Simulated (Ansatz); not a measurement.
# CH3 on Ag(100), bridge start, 2x2 cell: photoemission fingerprints

What would XPS and UPS show for CH3 on Ag(100), bridge start, 2x2 cell? Spin–orbit coupling is left out of the bands throughout.

Calculated with Ansatz 0.2.0; DFT, PBE, plane-wave PAW, scalar-relativistic; PAW set soft_1, in the first sound run; inputs show where later runs differ.

## 1. Starting point

The cell holds 5 atoms: 5 Ag. Its edges and angles: a = 2.934 Å, b = 2.934 Å, c = 23.300 Å, α = 90.0°, β = 90.0°, γ = 90.0°. It derives from Ag. Vacuum lies along c.

## 2. The clean face

The clean face is the reference for what the added atoms change.

Input file input.yaml:

```yaml
crystal:
  lattice:
    - [2.9344931419, 0.0, 0.0]
    - [0.0, 2.9344931419, 0.0]
    - [0.0, 0.0, 23.3]
  atoms:
    - { symbol: Ag, position: [0.0, 0.0, 0.678111588] }
    - { symbol: Ag, position: [0.5, 0.5, 0.589055794] }
    - { symbol: Ag, position: [0.0, 0.0, 0.5] }
    - { symbol: Ag, position: [0.5, 0.5, 0.410944206] }
    - { symbol: Ag, position: [0.0, 0.0, 0.321888412] }
kpoints:
  mp_grid: { grid: [14, 14, 1] }
scf:
  occupations: { method: fermi_dirac, width: 0.05 }
  n_extra_bands: 12
hamiltonian:
  xc: pbe
  pseudopotentials: { kind: paw, azcp: { folder: soft_1 } }
output:
  forces: true
  write_potential: true
  volumetric_format: []
  dos:
    projected: true
    de: 0.05
    e_range: [-30, 12]
    method: { smearing: { sigma: 0.1, scheme: gaussian } }
efield:
  axis: 3
  dipole_correction: true
relax:
  f_tol: 0.03
  max_steps: 50
  constraints: [{ sites: [2, 3, 4] }]
```

Run with:

```bash
> ansatz run input.yaml --threads 8 --pin off --max-ram 40960MiB --backend cuda --events-out ev --progress --plain --runs-dir out
```

Numbers of over 12 decimals in the logs are rounded to 6 here.

What it wrote:

```text
The last accepted step is kept in <dir> (removed where the run ends without a failure and the disk answers)
scf.n_extra_bands = 12 over 48 filled bands (N_el = 95.0): the run solves 60 bands
Engine: ansatz 0.2.0, aarch64-unknown-linux-gnu
Pseudopotentials: kind: paw
Pseudopotential: Ag, paw, valence charge 19, recommended cutoff 420 eV (normal), soft_1/Ag.paw.azcp
Functional definition: PBE
  parameter kappa = 0.804
  parameter beta = 0.066725
  exchange = pbe_x(kappa = kappa, mu = beta*pi^2/3)
  correlation = pbe_c(beta = beta)
[...]
Crystal: 5 atoms, lattice volume = 200.642 Å³
Basis set: ecut = 420 eV, 3841 PW (Γ), exchange–correlation on 40×40×320 points (8 copies of the dense FFT grid, shifted against one another)
Bands: 60, of which v1, the nominal top of the filled ones, is band 48 counted from 1 (47 counted from 0)
Symmetry: 8 space group operations
k-points: 36 of 196
Non-local potential: Ag, projectors of the file, l = 0: 3, l = 1: 2, l = 2: 2, l = 3: 1
PAW form: soft (Blöchl's): semilocal exchange-correlation on the pseudo side does not see the compensation charge
PAW one-centre angular grid: Ag, 590 points (default); XC on 64 Gauss nodes
Initial density: superposition of atomic densities (neutral atoms: chi_scale 0, normalization atom)
Initial wavefunctions: pseudopotential atomic-orbital guess
[...]
Functional: x = pbe(κ = 0.804, μ = 0.219515), c = pbe(β = 0.066725)
SCF iter   1: F=—  HF=-37953.183457 eV  |F-HF|=—  |Δ(HF+E_count)|=         —  Δρ=4.00e-2  dr2=3.89e0  ethr=3.10e-3  p=0.000 e·Å  D=1.23e-13 V/Å  ΔV_dip=-0.00 eV  dr2_dipole=3.24e-8  V_vac-E_F(+/−)=4.58/4.58 eV  ⟨swp⟩=7.5  Hψ=8985  notcnv=0  defer=51
efield: sawtooth ramp at fractional position 0.9500 (placed from the atoms, in the widest stretch of the axis that holds none; the zero of the levels goes with the place), width 0.1000; the density the first Hamiltonian is built on has a dipole p = 0.000 e·Å; the dipole correction subtracts the counter field D = 1.23e-13 V/Å, which shifts the + side's vacuum level by -0.00 eV against the − side's; the planar-averaged density in the ramp window peaks in size at 4.0e-6 e/Å³
preconditioner: auto → LDOS  [metal: Δε(μ)=0.064 eV  Ē_g=9.620 eV  σ=0.050 eV  W_gap=0.28  n_scr=52 (ndim 8)  ℏωp=19.4 eV  f_vac=0.514  D(μ)=1.47/eV (n_scr^D=8)  β→1.0]
SCF iter   2: F=—  HF=-37954.016852 eV  |F-HF|=—  |Δ(HF+E_count)|=   8.33e-1  Δρ=5.86e-2  dr2=6.08e0  ethr=3.10e-3  p=0.000 e·Å  D=1.02e-5 V/Å  ΔV_dip=-0.00 eV  dr2_dipole=7.94e-9  V_vac-E_F(+/−)=4.14/4.14 eV  ⟨swp⟩=2.8  Hψ=4759  notcnv=0  defer=212
[...]
SCF iter   7: F=-37952.183808 eV  HF=-37952.183812 eV  |F-HF|=3.83e-6  |Δ(HF+E_count)|=   4.20e-8  Δρ=5.39e-5  dr2=5.67e-6  ethr=2.37e-8  p=-0.000 e·Å  D=-1.49e-7 V/Å  ΔV_dip=0.00 eV  dr2_dipole=2.45e-12  V_vac-E_F(+/−)=4.21/4.21 eV  ⟨swp⟩=17.0  Hψ=21181  notcnv=0
SCF 1 converged in 7 iterations: F = -37952.183808 eV  dr2 = 5.67e-6
  greatest PAW one-centre occupation: 1.001 electrons in one spin orbital (limit 2), on the Ag atom at site 2 (counted from 0), in its partial waves of l = 0
relax step   1: F+E_penalty+E_count = -37952.18380797 eV  Δ(F+E_penalty+E_count) = +0.000e0 eV  max|allowed force component| = 1.216e-1 eV/Å  Δτ_max = 0.0000 Å  (7 SCF iters, dr2 threshold 2.25e-5 eV, accepted)
[...]
iter 1 solved again at ethr=3.86e-6 eV; its pass at ethr=3.10e-3 eV (dr2=3.66e-3 eV) is discarded
SCF iter   1: F=—  HF=-37952.184616 eV  |F-HF|=—  |Δ(HF+E_count)|=         —  Δρ=9.64e-4  dr2=2.62e-3  ethr=3.86e-6  p=-0.000 e·Å  D=-3.68e-7 V/Å  ΔV_dip=0.00 eV  dr2_dipole=4.63e-4  V_vac-E_F(+/−)=4.20/4.20 eV  ⟨swp⟩=2.8  Hψ=6736  notcnv=0  defer=205
efield: sawtooth ramp at fractional position 0.9500 (handed on by an earlier solve), width 0.1000; the density the first Hamiltonian is built on has a dipole p = -0.000 e·Å; the dipole correction subtracts the counter field D = -3.68e-7 V/Å, which shifts the + side's vacuum level by +0.00 eV against the − side's; the planar-averaged density in the ramp window peaks in size at 2.6e-6 e/Å³
preconditioner: auto → LDOS  [metal: Δε(μ)=0.081 eV  Ē_g=9.940 eV  σ=0.050 eV  W_gap=0.36  n_scr=52 (ndim 8)  ℏωp=19.4 eV  f_vac=0.516  D(μ)=1.35/eV (n_scr^D=8)  β→1.0]
[...]
SCF 2 converged in 5 iterations: F = -37952.186455 eV  dr2 = 2.79e-7
relax step   2: F+E_penalty+E_count = -37952.18645461 eV  Δ(F+E_penalty+E_count) = -2.647e-3 eV  max|allowed force component| = 3.281e-2 eV/Å  Δτ_max = 0.0562 Å  (5 SCF iters, dr2 threshold 9.24e-7 eV, accepted)
[...]
SCF 3 converged in 5 iterations: F = -37952.186639 eV  dr2 = 1.94e-8
relax step   3: F+E_penalty+E_count = -37952.18663865 eV  Δ(F+E_penalty+E_count) = -1.840e-4 eV  max|allowed force component| = 1.191e-3 eV/Å  Δτ_max = 0.0120 Å  (5 SCF iters, accepted)
[...]
SCF converged after 5 iterations
Free energy (F): -37952.186639 eV
Harris-Foulkes:  -37952.186639 eV  (|F-HF|=4.69e-9)
Internal energy: -37952.175141 eV  (E = F + TS)
E sigma→0 (E₀):  -37952.180890 eV
Entropy (-TS):   -0.011498 eV (-2.300 meV/atom)
Fermi energy:    4.926562 eV
Dipole field:    D = 0.000539 V/Å  (p = 0.000597 e·Å, saw-weighted, corrected)
Work function:   Φ+ = 4.2009 eV   Φ− = 4.2135 eV
Levels:          The Fermi level and band energies are counted from a zero that moves with the ramp; work functions are not
--- Per-component energies (eV) ---
  E_band       = -2331.905696
  E_kinetic    = 2337.065254
  E_local      = -127535.177537  (includes V_loc(G=0)·N_el)
  E_nonlocal   = 159.676088
  E_hartree    = 63106.764669
  E_xc         = -792.419837
  E_vxc        = -1002.529152  (∫ρ·V_xc dr)
  E_paw        = -19779.150153  (= ΣΔE_a)
  E_vpaw       = -2504.464699  (= ΣTr[D̂ρ^β])
  E_aug_tail   = 0.001984  (compensation charges beyond the density's cutoff)
  E_efield     = 0.000000  (sawtooth field / dipole correction)
  E_vefield    = 0.000443  (∫n·V_field dr)
  E_ewald      = 44551.064392
  E_smearing   = -0.011498  (= −TS)
  E_closure    = -0.000000  (closes the sum)
  Σ components = -37952.186639   (vs F -37952.186639, Δ=0.00e0)
--- Forces (eV/Å), atoms counted from 1 ---
  atom   1  Ag     0.00000000     0.00000000    -0.00119142
  atom   2  Ag     0.00000000     0.00000000     0.00102651
  atom   3  Ag    -0.00000000     0.00000000    -0.00520815
  atom   4  Ag     0.00000000     0.00000000    -0.11523853
  atom   5  Ag     0.00000000     0.00000000     0.12068726
  max |Σ_I F_I| component: 7.57e-5 eV/Å
--- Band table (eV; the first three rows and the last of 36) ---
  k-point 0: bands = [... 44 lower, 1.9079, 1.9644, 2.0753, 2.0753, 3.1034, 5.1538, 6.3657, 8.8898, ... 8 higher]
  k-point 1: bands = [... 44 lower, 1.8620, 1.9140, 1.9379, 2.0859, 3.2950, 5.3089, 6.5670, 8.9774, ... 8 higher]
  k-point 2: bands = [... 44 lower, 1.8044, 1.9595, 2.0813, 2.1029, 3.7276, 5.7300, 7.1089, 9.2396, ... 8 higher]
  k-point 35: bands = [... 44 lower, 2.3845, 7.1060, 7.1060, 8.5245, 8.5245, 10.4185, 10.4185, 11.3530, ... 8 higher]
--- Relaxed structure (3 steps of the walk, 3 accepted, 0 SCFs on fresh bases) ---
  F+E_penalty+E_count = -37952.18663865 eV   max|allowed force component| = 1.191e-3 eV/Å
  atoms:
    - { symbol: Ag, position: [0, 0.0, 0.676213] }
    - { symbol: Ag, position: [0.5, 0.5, 0.589097] }
    - { symbol: Ag, position: [0.0, 0.0, 0.500000] }
    - { symbol: Ag, position: [0.5, 0.5, 0.410944] }
    - { symbol: Ag, position: [0.0, 0.0, 0.321888] }
```

Wall time 2.8 s (1 × NVIDIA GB200 with 8 threads of Arm Neoverse V2, shared host); peak memory 1.3 GiB.

The steps of the relaxation:

```csv
step,energy less that of the first step (eV),largest force component (eV/Å)
1,0.0000,0.1216
2,-0.0026,0.0328
3,-0.0028,0.0012
```

Forces are held to the 8 operations that the run works with; a distortion that breaks them can't arise in this run.

The atoms that moved most (Å):

| atom | dx | dy | dz | length |
| --- | --- | --- | --- | --- |
| Ag1 | 0.000 | 0.000 | -0.044 | 0.044 |

The relaxed structure:

```xyz
5
Lattice="2.9345 0.0000 0.0000 0.0000 2.9345 0.0000 0.0000 0.0000 23.3000" Properties=species:S:1:pos:R:3
Ag    0.0000    0.0000   15.7558
Ag    1.4672    1.4672   13.7260
Ag    0.0000    0.0000   11.6500
Ag    1.4672    1.4672    9.5750
Ag    0.0000    0.0000    7.5000
```

This step gave:

| Property | Result |
| --- | --- |
| free energy | -37952.1866 eV |
| energy at zero smearing | -37952.1809 eV |
| smearing term TS | 0.01150 eV |
| Fermi energy | 4.927 eV |
| symmetry operations | 8 |
| zero of energy | Fermi level |
| share of occupied states in no projected shell | 0.0098 of the occupied states in the window |
| DOS at the Fermi level | 1.367 states/eV/cell |
| work function, upper face | 4.201 eV |
| work function, lower face | 4.213 eV |

Maxima picked by a test of local sharpness, so broad peaks and shoulders can be missing; peaks within 0.45 eV of a curve's cut are left out. Valence peaks, by row:

| photon energy (eV) | binding energy (eV) | height (% of the maximum within 13 eV) | main shell | its share (%) |
| --- | --- | --- | --- | --- |
| 21.2 | 3.5 | 100 | Ag 4d | 99.96 |
| 40.8 | 3.55 | 100 | Ag 4d | 99.98 |
| 1487 | 3.5 | 100 | Ag 4d | 99.6 |
| 8048 | 3.55 | 100 | Ag 4d | 96.23 |
| 8048 | 0.6 | 11.5 | Ag 5s | 65 |

From the Fermi level. The planar mean, electrostatic potential by z:

z (Å), planar mean, electrostatic potential (eV) and a bar from the least value:
```
      0.0       4.21 ##############################
      0.5       4.21 ##############################
      1.0       4.21 ##############################
      1.5       4.21 ##############################
      2.0       4.21 ##############################
      2.5       4.21 ##############################
      3.0       4.21 ##############################
      3.5       4.21 ##############################
      4.0       4.21 ##############################
      4.5       4.20 ##############################
      5.0       4.15 ##############################
      5.5       3.99 #############################
      6.0       3.42 ############################
      6.5       1.06 ######################
      7.0      -5.98 #####
      7.5      -7.76 
      8.0      -6.12 ####
      8.5      -0.76 ##################
      9.0      -5.46 ######
      9.5      -7.94 
     10.0      -6.88 ###
     10.5      -1.10 #################
     11.0      -4.41 #########
     11.5      -7.84 
     12.0      -7.31 ##
     12.5      -1.82 ###############
     13.0      -3.43 ###########
     13.5      -7.81 
     14.0      -7.76 
     14.5      -2.98 ############
     15.0      -3.07 ############
     15.5      -7.59 #
     16.0      -7.63 #
     16.5      -2.52 #############
     17.0       2.66 ##########################
     17.5       3.78 #############################
     18.0       4.08 ##############################
     18.5       4.17 ##############################
     19.0       4.19 ##############################
     19.5       4.20 ##############################
     20.0       4.20 ##############################
     20.5       4.20 ##############################
     21.0       4.20 ##############################
     21.5       4.20 ##############################
     22.0       4.20 ##############################
     22.5       4.20 ##############################
     23.0       4.21 ##############################
```

The spectra weight each projected shell by its atomic cross section (Dirac–Hartree–Slater) and angular factor, for unpolarised light with the analyser at 60° from the beam. Broadening, on top of any smearing of the DOS itself: a Gaussian of 0.15 eV and a Lorentzian of 0.2 eV plus 0.08 times the binding energy (full widths), Fermi edge at 300 K. Each atom is damped by exp[−depth/(λ cos θ)], θ = 45° from the normal, λ from the universal curve. Curves are cut 10 eV under the photon energy, above any shell that the free atom's threshold puts out of reach, or at the lower edge of the window: 8.9 eV at 21.2 eV, 8.9 eV at 40.8 eV, 8.9 eV at 1486.7 eV and 8.9 eV at 8047.8 eV. Dipole terms alone, which is rough above 3 keV; no background, satellites or final-state effects.

How the area divides among the shells (%):

| shell | 21.2 eV | 40.8 eV | 1486.7 eV | 8047.8 eV |
| --- | --- | --- | --- | --- |
| Ag 5s | 0.1 | 0.1 | 1.4 | 11.9 |
| Ag 4d | 99.9 | 99.9 | 98.6 | 87.8 |

At the Fermi level the DOS is 1.37 states/eV a cell.

[end of part 1 of 4]

[Logs are printed without paths, hosts, clocks, repeated set-up lines and the standing remarks that a program may print on its own settings, such as how far it seeks lower states.]

[Hosts, paths, dates, database ids (printed as entryN), source tags and the programs' standing remarks are cut or masked in the printed files.]

[Maps of the electrostatic potential energy from Ansatz leave out the sawtooth potential of an applied field or a dipole correction, so their vacuum need not be flat; work functions include it.]
